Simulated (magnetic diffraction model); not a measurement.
## Solving a magnetic structure from powder neutron data: MnNiPb

Space group Pnma (no. 62), a = 6.6940 Å, b = 3.9890 Å, c = 7.8020 Å.

| site | atom | x | y | z |
| --- | --- | --- | --- | --- |
| 4c | Pb | 0.2360 | 3/4 | 0.6301 |
| 4c | Ni | 0.3559 | 3/4 | 0.9441 |
| 4c | Mn | 0.5239 | 1/4 | 0.6661 |

This is a made-up structure (elements placed in a structure type, unrelaxed), so the numbers test the method and describe no known phase.

Only Mn is taken to order (form factors of Mn2+); orders and moment sizes are assumed, and not adapted to the symmetry. Radiation: neutrons of λ = 1.909 Å, 5° to 45°; isotropic B of 0.4 Å² (Pb), 0.58 Å² (Ni) and 0.46 Å² (Mn). The intensities are simulated: I ∝ L Σ (|F_N|² + |F_M⊥|²) for unpolarised neutrons, with F_M = 2.695 fm/μB × Σ f(s) S exp(2πi Q·r) exp(−B s²) at Q = H ± k (one set where k and −k are equivalent), only the part normal to Q counting and L = 1/(sin²θ cos θ). For collinear order S is the moment m, which repeats by lattice and centring translations R with the sign exp(−2πi k·R). Form factors are spin-only for 3d ions and dipole or tabulated for f ions, scattering lengths are Sears's of 1992, and absorption is left out. A label names one of the reflections at its angle. The strongest nuclear line in the range is 100, and lines under 0.2 are left out.

Above the ordering temperature:

| 2θ (°) | index | I |
| --- | --- | --- |
| 21.66 | (1 0 1) | 76.7 |
| 28.33 | (0 0 2) | 26.7 |
| 31.18 | (0 1 1) | 100.0 |
| 32.90 | (1 0 2) | 10.4 |
| 33.14 | (2 0 0) | 56.0 |
| 35.42 | (1 1 1) | 1.8 |
| 36.16 | (2 0 1) | 4.1 |
| 43.52 | (1 1 2) | 1.7 |
| 43.71 | (2 1 0) | 14.9 |

Below it (cell unchanged):

```csv
2θ (°),I
16.01,8.2
21.37,10.8
21.66,76.7
28.33,26.7
28.37,2.9
31.18,100.0
31.79,0.9
32.70,4.0
32.90,10.4
33.14,56.0
35.42,1.8
36.16,4.1
40.52,1.1
42.93,1.0
43.52,1.7
43.71,14.9
44.17,0.5
```

**Question.** Find the propagation vector, then choose among these models:
A. collinear moments along [111], 2.04 μB on Mn; signs + at (0.5239, 1/4, 0.6661), − at (0.9761, 3/4, 0.1661), + at (0.0239, 1/4, 0.8339), − at (0.4761, 3/4, 0.3339)
B. collinear moments along [001], 2.04 μB on Mn; signs + at (0.5239, 1/4, 0.6661), − at (0.9761, 3/4, 0.1661), − at (0.0239, 1/4, 0.8339), + at (0.4761, 3/4, 0.3339)
C. collinear moments along [001], 2.04 μB on Mn; signs + at (0.5239, 1/4, 0.6661), − at (0.9761, 3/4, 0.1661), + at (0.0239, 1/4, 0.8339), − at (0.4761, 3/4, 0.3339)
D. collinear moments along [111], 2.04 μB on Mn; signs + at (0.5239, 1/4, 0.6661), − at (0.9761, 3/4, 0.1661), − at (0.0239, 1/4, 0.8339), + at (0.4761, 3/4, 0.3339)

The new lines index as (1/2 1/2 0) at 16.01°, (1/2 -1/2 1) at 21.37°, (3/2 1/2 0) at 28.37° and (3/2 1/2 1) at 31.79°, that is as H ± k with k = (1/2 1/2 0). Half indices mean that the moments reverse under translations with k·R a half-integer, and the magnetic cell has twice the primitive volume.

Magnetic intensity, observed (below minus above) and for each model:

| 2θ (°) | index | observed | A | B | C | D |
| --- | --- | --- | --- | --- | --- | --- |
| 16.01 | (1/2 1/2 0) | 8.2 | 8.2 | 13.3 | 13.3 | 8.2 |
| 21.37 | (1/2 -1/2 1) | 10.8 | 10.7 | 7.8 | 7.8 | 10.8 |
| 28.37 | (3/2 1/2 0) | 2.9 | 2.9 | 3.4 | 3.4 | 2.9 |
| 31.79 | (3/2 1/2 1) | 0.9 | 4.3 | 4.0 | 4.0 | 0.9 |
| 32.70 | (1/2 1/2 2) | 4.0 | 0.9 | 1.1 | 1.1 | 4.0 |
| 40.52 | (3/2 -1/2 2) | 1.1 | 2.2 | 1.2 | 1.2 | 1.1 |
| 42.93 | (1/2 -3/2 0) | 1.0 | 1.0 | 1.0 | 1.0 | 1.0 |
| 44.17 | (5/2 1/2 0) | 0.5 | 0.5 | 0.9 | 0.9 | 0.5 |

Model D matches.

The structure used: k = (1/2 1/2 0), collinear moments along [111], 2.04 μB on Mn; signs + at (0.5239, 1/4, 0.6661), − at (0.9761, 3/4, 0.1661), − at (0.0239, 1/4, 0.8339), + at (0.4761, 3/4, 0.3339).

[Logs are printed without paths, hosts, clocks, repeated set-up lines and the standing remarks that a program may print on its own settings, such as how far it seeks lower states.]
